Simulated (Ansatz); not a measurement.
## Pb(111) with 4 thermally displaced layers, 2x2: scattering by thermal displacements

How much do lattice vibrations at 300 K scatter the electrons of Pb? Layers with random displacements are laid between perfect leads, and the resistance is followed against their length.

Program: Ansatz 0.2.0. Level of theory: Ansatz plane-wave DFT, PBE, PAW files; ballistic transport by layer matching (Landauer), zero bias; PAW set soft_1. Results are calculated unless marked as measured.

This is a report of a sequence of runs, with most program output left out.

## Step 1: Starting point

The cell holds 40 atoms: 40 Pb. Its edges and angles: a = 7.001 Å, b = 7.001 Å, c = 28.655 Å, α = 93.5°, β = 86.5°, γ = 120.0°. It derives from Pb. Regions: lead, 24 atoms (24 Pb); scattering region, 16 atoms (16 Pb). The structure is stacked along c, and the current runs across the ab planes.

## Step 2: With 4 displaced layers

Each atom of 4 layers is moved at random, by amounts drawn from a normal law 0.1385 Å wide in each direction from the Debye model (105 K) at 300 K. The layers about the cell's end stay perfect and serve as the lead. Disorder leaves little or no symmetry, which makes such runs dear. Energies from -0.05 to 0.05 eV in steps of 0.05 eV are too few for the program's thermal sum, so it prints no conductance; for a metal the transmission near the Fermi level serves, at a fraction of the cost.

Contents of input.yaml:

```yaml
crystal:
  lattice:
    - [7.0014885046, 0.0, 0.0]
    - [-3.5007442523, 6.0634669093, 0.0]
    - [1.7503721261, -1.0105778182, 28.583457127]
  atoms:
    - { symbol: Pb, position: [0.9916666667, 0.0083333333, 0.05] }
    - { symbol: Pb, position: [0.9916666667, 0.5083333333, 0.05] }
    - { symbol: Pb, position: [0.4916666667, 0.0083333333, 0.05] }
    - { symbol: Pb, position: [0.4916666667, 0.5083333333, 0.05] }
    - { symbol: Pb, position: [0.1416666667, 0.3583333333, 0.15] }
    - { symbol: Pb, position: [0.1416666667, 0.8583333333, 0.15] }
    - { symbol: Pb, position: [0.6416666667, 0.3583333333, 0.15] }
    - { symbol: Pb, position: [0.6416666667, 0.8583333333, 0.15] }
[... 28 atom lines left out ...]
    - { symbol: Pb, position: [0.8416666667, 0.1583333333, 0.95] }
    - { symbol: Pb, position: [0.8416666667, 0.6583333333, 0.95] }
    - { symbol: Pb, position: [0.3416666667, 0.1583333333, 0.95] }
    - { symbol: Pb, position: [0.3416666667, 0.6583333333, 0.95] }
kpoints:
  mp_grid: { grid: [4, 4, 1] }
hamiltonian:
  xc: pbe
  pseudopotentials: { kind: paw, azcp: { folder: soft_1 } }
scf:
  occupations: { method: fermi_dirac, width: 0.1 }
output:
  transmission: { leads: [[0, 4]], kmesh: [8, 8], e_range: [-0.05, 0.05], de: 0.05 }
  write_potential: true
  write_density: true
  volumetric_format: npy
  elf: true
```

Launch:

```
ansatz run input.yaml --threads 4 --pin off --max-ram 15360MiB --backend cpu --events-out ev --progress --plain --runs-dir out
```

Elapsed: 15 min, on 4 threads of Arm Neoverse V2, shared host; peak memory 7.8 GiB.

Numbers from this step:

* free energy: -476352.2419 eV
* energy at zero smearing: -476351.9202 eV
* Fermi energy: 11.14 eV
* cell area: 42.45 Å²
* transmission per spin nearest the Fermi level: 3.948
* open channels per spin nearest the Fermi level: 4.891
* step of the lead's potential: 7.6 meV

Per spin. Transmission, zone mean against energy, zero at the Fermi level:

```csv
energy (eV),"transmission, zone mean"
-0.0500,3.86
0.0000,3.95
0.0500,4.12
```

Per spin. Table of open channels, zone mean, lead by energy, zero at the Fermi level:

```csv
energy (eV),"open channels, zone mean, lead"
-0.0500,4.89
0.0000,4.89
0.0500,5.17
```

Transmission over k1 and k2. At 0.0000 eV from the Fermi level.

Ten even steps from '_' (0.99) to '@' (5.15):
```
%%##%%####@@****
@@##**==**##@@**
%%##==++++==##@@
==##**==__==**##
%%@@##==++++==##
@@**@@##**==**##
%%****@@####%%##
--@@@@%%--%%@@@@
```
Columns: k1 (b1) from -0.5 to 0.375; rows upwards: k2 (b2) from -0.5 to 0.375.

Open channels over k1 and k2. At 0.0000 eV from the Fermi level.

Ten even steps from '_' (1.00) to '@' (6.00):
```
@@%%%%%%%%@@@@@@
@@%%**==**%%@@@@
@@%%==****==%%@@
**%%****__****%%
@@@@%%==****==%%
@@@@@@%%**==**%%
@@@@@@@@%%%%%%%%
**@@@@@@**@@@@@@
```
Columns: k1 (b1) from -0.5 to 0.375; rows upwards: k2 (b2) from -0.5 to 0.375.

ELF in the ca plane at fractional y = 0.126, with atoms of Pb within 0.2 Å of it. It is the smooth field of the valence electrons, not physical close to the nuclei.

Ten even steps from '0' (0.01) to '9' (0.44), each cell a mean:
```
45555446983379654544321223333368964697545555
67877545897798655554322223333368820188654443
89998744688987544554432345554358930288654443
99679864567765444555544577876447986797545554
98448865455544334566544689987545788876456676
89779865566653234566645799998644566654467887
78998755788875323455545799998644566554467898
57777656887897433344334689997645677764467898
34555567941498632333223577876557898975456787
34444467830289643332222456665568832597545666
56666557975698633332222345555568710288644544
78987656799997533333223455655468831498644443
89889754677775323344334567765457987897544443
98558864445543234565445689886546899986445665
98559864444432235677545799997634567754457777
89999864566654335677645799998633334333467888
68888645788886434566545689987533455433468898
45666546899997544444433578876435788864467888
34444447984488644443322345654347999986456776
```
Columns run along c (16.0 Å, from fractional 0.22 to 0.78 of the cell), rows up along a (7.0 Å). Atoms in or near the plane, at fractional coordinates: Pb at (0.65, 0.88), Pb at (0.65, 0.43).

Valence density in the ca plane at fractional y = 0.126, with atoms of Pb within 0.2 Å of it. It is the smooth field of the valence electrons, not physical close to the nuclei.

Values in e/Å³, 10 rows by 16 columns, each cell a mean:
```
0.2 0.2 0.1 2.0 2.4 0.2 0.1 0.1 0.0 0.1 0.1 0.7 4.5 1.0 0.1 0.1
1.0 1.2 0.1 0.4 0.5 0.1 0.1 0.1 0.1 0.2 0.1 0.6 4.4 1.1 0.1 0.1
1.9 2.4 0.2 0.1 0.1 0.1 0.2 0.1 0.2 0.8 0.3 0.2 0.7 0.3 0.2 0.2
0.5 0.7 0.2 0.8 0.4 0.1 0.1 0.1 0.3 1.3 0.4 0.1 0.2 0.1 0.2 0.5
0.1 0.1 0.3 3.6 2.1 0.1 0.1 0.1 0.1 0.4 0.2 0.5 1.8 0.4 0.2 0.3
0.2 0.2 0.2 2.6 1.7 0.1 0.1 0.1 0.1 0.1 0.1 1.1 5.9 1.1 0.1 0.1
1.0 1.2 0.2 0.3 0.3 0.1 0.1 0.1 0.1 0.3 0.1 0.5 2.7 0.6 0.1 0.1
1.9 2.4 0.2 0.1 0.1 0.1 0.1 0.1 0.3 1.0 0.3 0.1 0.2 0.1 0.1 0.2
0.5 0.7 0.1 0.3 0.3 0.1 0.1 0.1 0.2 0.9 0.2 0.1 0.1 0.1 0.2 0.5
0.1 0.1 0.1 1.8 1.8 0.2 0.1 0.1 0.1 0.2 0.1 0.2 0.6 0.2 0.2 0.3
```
Columns run along c (16.0 Å, from fractional 0.22 to 0.78 of the cell), rows up along a (7.0 Å). Atoms in or near the plane, at fractional coordinates: Pb at (0.65, 0.88), Pb at (0.65, 0.43).

Electrostatic potential energy in the ca plane at fractional y = 0.126, with atoms of Pb within 0.2 Å of it. With pseudopotentials it is smooth inside the atoms' cores, unlike the true potential.

Values in eV, 10 rows by 16 columns, each cell a mean:
```
 10  10  11 -19 -23  10  12  13  14  13  13  -3 -29  -8  12  12
-10 -12  11   3   1  12  11  12  13  11  13  -1 -28  -9  12  13
-19 -24  10  11  12  13  11  11   9  -8   8  10  -3   7  11   8
  0  -5   9  -5   2  13  12  12   7 -19   3  12   9  12   8  -1
 12  11   7 -28 -18  12  13  13  12   3   9   2 -19   4  10   5
 10  10   9 -23 -15  12  14  14  13  12  13  -8 -27  -8  13  12
-10 -12  11   5   7  13  13  13  11   7  12   2 -24  -1  13  13
-19 -24  10  13  13  13  11  12   6 -14   7  12   8  12  11   8
  0  -5  11   6   6  13  11  12   8 -10   8  13  12  13   8  -1
 12  12  11 -18 -19  11  12  13  13   9  12  10  -3   9  10   5
```
Columns run along c (16.0 Å, from fractional 0.22 to 0.78 of the cell; values clipped at the 3rd and 97th percentile), rows up along a (7.0 Å). Atoms in or near the plane, at fractional coordinates: Pb at (0.65, 0.88), Pb at (0.65, 0.43).

Over the solved energies the transmission per spin lies between 3.86 and 4.12, out of 4.98 channels of the lead on average (up to 5.17).

## Step 3: With 8 displaced layers

Each atom of 8 layers is moved at random, by amounts drawn from a normal law 0.1385 Å wide in each direction from the Debye model (105 K) at 300 K. A fresh draw is used; the growth of the resistance with length is what counts.

System of this step: Pb(111) with 8 thermally displaced layers, 2x2. The cell holds 56 atoms: 56 Pb. Its edges and angles: a = 7.001 Å, b = 7.001 Å, c = 40.068 Å, α = 87.5°, β = 92.5°, γ = 120.0°. It derives from Pb. Regions: lead, 24 atoms (24 Pb); scattering region, 32 atoms (32 Pb). The structure is stacked along c, and the current runs across the ab planes.

Contents of input.yaml:

```yaml
crystal:
  lattice:
    - [7.0014885046, 0.0, 0.0]
    - [-3.5007442523, 6.0634669093, 0.0]
    - [-1.7503721261, 1.0105778182, 40.0168399779]
  atoms:
    - { symbol: Pb, position: [0.005952381, 0.994047619, 0.0357142857] }
    - { symbol: Pb, position: [0.005952381, 0.494047619, 0.0357142857] }
    - { symbol: Pb, position: [0.505952381, 0.994047619, 0.0357142857] }
    - { symbol: Pb, position: [0.505952381, 0.494047619, 0.0357142857] }
    - { symbol: Pb, position: [0.1845238095, 0.3154761905, 0.1071428571] }
    - { symbol: Pb, position: [0.1845238095, 0.8154761905, 0.1071428571] }
    - { symbol: Pb, position: [0.6845238095, 0.3154761905, 0.1071428571] }
    - { symbol: Pb, position: [0.6845238095, 0.8154761905, 0.1071428571] }
[... 44 atom lines left out ...]
    - { symbol: Pb, position: [0.3273809524, 0.1726190476, 0.9642857143] }
    - { symbol: Pb, position: [0.3273809524, 0.6726190476, 0.9642857143] }
    - { symbol: Pb, position: [0.8273809524, 0.1726190476, 0.9642857143] }
    - { symbol: Pb, position: [0.8273809524, 0.6726190476, 0.9642857143] }
kpoints:
  mp_grid: { grid: [4, 4, 1] }
hamiltonian:
  xc: pbe
  pseudopotentials: { kind: paw, azcp: { folder: soft_1 } }
scf:
  occupations: { method: fermi_dirac, width: 0.1 }
output:
  transmission: { leads: [[0, 4]], kmesh: [8, 8], e_range: [-0.05, 0.05], de: 0.05 }
  write_potential: true
  write_density: true
  volumetric_format: npy
```

It took 23 min on 4 threads; peak memory 9.2 GiB; 77 min of CPU time.

This step gave:

* free energy: -666892.2751 eV
* energy at zero smearing: -666891.8097 eV
* Fermi energy: 11.17 eV
* transmission per spin nearest the Fermi level: 3.641
* open channels per spin nearest the Fermi level: 5.172
* step of the lead's potential: 8.8 meV

Per spin. The transmission, zone mean by energy, zero at the Fermi level:

```csv
energy (eV),"transmission, zone mean"
-0.0500,3.51
0.0000,3.64
0.0500,3.69
```

Over the solved energies the transmission per spin lies between 3.51 and 3.69, out of 5.08 channels of the lead on average (up to 5.17).

## Step 4: With 12 displaced layers

Each atom of 12 layers is moved at random, by amounts drawn from a normal law 0.1385 Å wide in each direction from the Debye model (105 K) at 300 K. A fresh draw is used; the growth of the resistance with length is what counts.

System of this step: Pb(111) with 12 thermally displaced layers, 2x2. The cell holds 72 atoms: 72 Pb. Cell: a = 7.001 Å, b = 7.001 Å, c = 51.450 Å, α = 90.0°, β = 90.0°, γ = 120.0°. It derives from Pb. Regions: lead, 24 atoms (24 Pb); scattering region, 48 atoms (48 Pb). The structure is stacked along c, and the current runs across the ab planes.

Contents of input.yaml:

```yaml
crystal:
  lattice:
    - [7.0014885046, 0.0, 0.0]
    - [-3.5007442523, 6.0634669093, 0.0]
    - [0.0, 0.0, 51.4502228287]
  atoms:
    - { symbol: Pb, position: [0.0, 0.0, 0.0277777778] }
    - { symbol: Pb, position: [0.0, 0.5, 0.0277777778] }
    - { symbol: Pb, position: [0.5, 0.0, 0.0277777778] }
    - { symbol: Pb, position: [0.5, 0.5, 0.0277777778] }
    - { symbol: Pb, position: [0.1666666667, 0.3333333333, 0.0833333333] }
    - { symbol: Pb, position: [0.1666666667, 0.8333333333, 0.0833333333] }
    - { symbol: Pb, position: [0.6666666667, 0.3333333333, 0.0833333333] }
    - { symbol: Pb, position: [0.6666666667, 0.8333333333, 0.0833333333] }
[... 60 atom lines left out ...]
    - { symbol: Pb, position: [0.3333333333, 0.1666666667, 0.9722222222] }
    - { symbol: Pb, position: [0.3333333333, 0.6666666667, 0.9722222222] }
    - { symbol: Pb, position: [0.8333333333, 0.1666666667, 0.9722222222] }
    - { symbol: Pb, position: [0.8333333333, 0.6666666667, 0.9722222222] }
kpoints:
  mp_grid: { grid: [4, 4, 1] }
hamiltonian:
  xc: pbe
  pseudopotentials: { kind: paw, azcp: { folder: soft_1 } }
scf:
  occupations: { method: fermi_dirac, width: 0.1 }
output:
  transmission: { leads: [[0, 4]], kmesh: [8, 8], e_range: [-0.05, 0.05], de: 0.05 }
  write_potential: true
  write_density: true
  volumetric_format: npy
```

Wall time 36 min (4 threads); peak memory 10 GiB; 2 h of CPU time.

Numbers from this step:

```yaml
free_energy: -857432.0165 eV
energy_at_zero_smearing: -857431.4681 eV
fermi_energy: 11.20 eV
transmission_per_spin_nearest_the_fermi_level: 3.065
step_of_the_lead_s_potential: 10.8 meV
```

Per spin. The transmission, zone mean by energy, zero at the Fermi level:

```csv
energy (eV),"transmission, zone mean"
-0.0500,3.01
0.0000,3.06
0.0500,3.10
```

Over the solved energies the transmission per spin lies between 3.01 and 3.10, out of 5.23 channels of the lead on average (up to 5.36).

## Step 5: The fit

This step: Ansatz plane-wave DFT, PBE, PAW files; ballistic transport by layer matching (Landauer), zero bias; resistivity from the slope of the area resistance; PAW set soft_1 (Ansatz 0.2.0).

Numbers from this step:

```yaml
resistivity: 20.35 µΩ cm
intercept: 0.02196 fΩ m²
scatter_about_the_fit: 0.03543 fΩ m²
```

Resistance, by row:

```csv
run,length (Å),T,channels N,RA (fΩ m²)
n4,11.43,3.973,4.984,0.2797
n8,22.87,3.614,5.078,0.4372
n12,34.3,3.058,5.234,0.745
```

The area resistance by length of the displaced region:

```csv
length of the displaced region (Å),area resistance (fΩ m²)
11.43,0.280
22.87,0.437
34.30,0.745
```

The area resistance goes from 0.28 to 0.75 fΩ m² between 11 and 34.3 Å, a slope of 20 µΩ cm.

By hand from the end points: (0.7450 − 0.2797) fΩ m² / (34.30 − 11.4) Å = 20 µΩ cm, since 1 fΩ m² per Å is 1000 µΩ cm.

## Step 6: Results

| Property | Result |
| --- | --- |
| resistivity from the slope | 20.3 µΩ cm |
| area resistance over 11.4 Å | 0.280 fΩ m² |
| area resistance over 22.9 Å | 0.437 fΩ m² |
| area resistance over 34.3 Å | 0.745 fΩ m² |

The slope gives 20 µΩ cm. The points scatter by 0.035 fΩ m² about the line, with one random draw a length in a 2x2 cell, so the slope is a rough value. The mean square of the displacements drawn is 0.78, 0.99 and 1.2 of the nominal one at the three lengths; with each resistance scaled back by that, the slope is 12 µΩ cm, the value used below. The lead's own channel count moves between the runs (4.98, 5.08 and 5.23), which shifts RA and the slope too. Read with a model of isotropic scattering on a spherical Fermi surface and the lead's 0.91×10¹⁵ S/m², this slope means a mean free path near 75 Å; over these lengths the model's slope is 1.09 times its bulk resistivity, which would be 11 µΩ cm. Uncorrelated displacements put too much weight on short waves, which scatter strongly; with the sideways repeat of a small cell, one draw and three short lengths, the method is good to a factor of two or three. The measured value is 21.3 µΩ cm (CRC Handbook of Chemistry and Physics, 84th ed., 2003, Electrical Resistivity of Pure Metals); the scaled slope is 0.56 times that and the corrected value 0.52: low. Spin-orbit coupling is left out, which matters for Pb.

[Logs are printed without paths, hosts, clocks, repeated set-up lines and the standing remarks that a program may print on its own settings, such as how far it seeks lower states.]

[Hosts, paths, dates, database ids (printed as entryN), source tags and the programs' standing remarks are cut or masked in the printed files.]
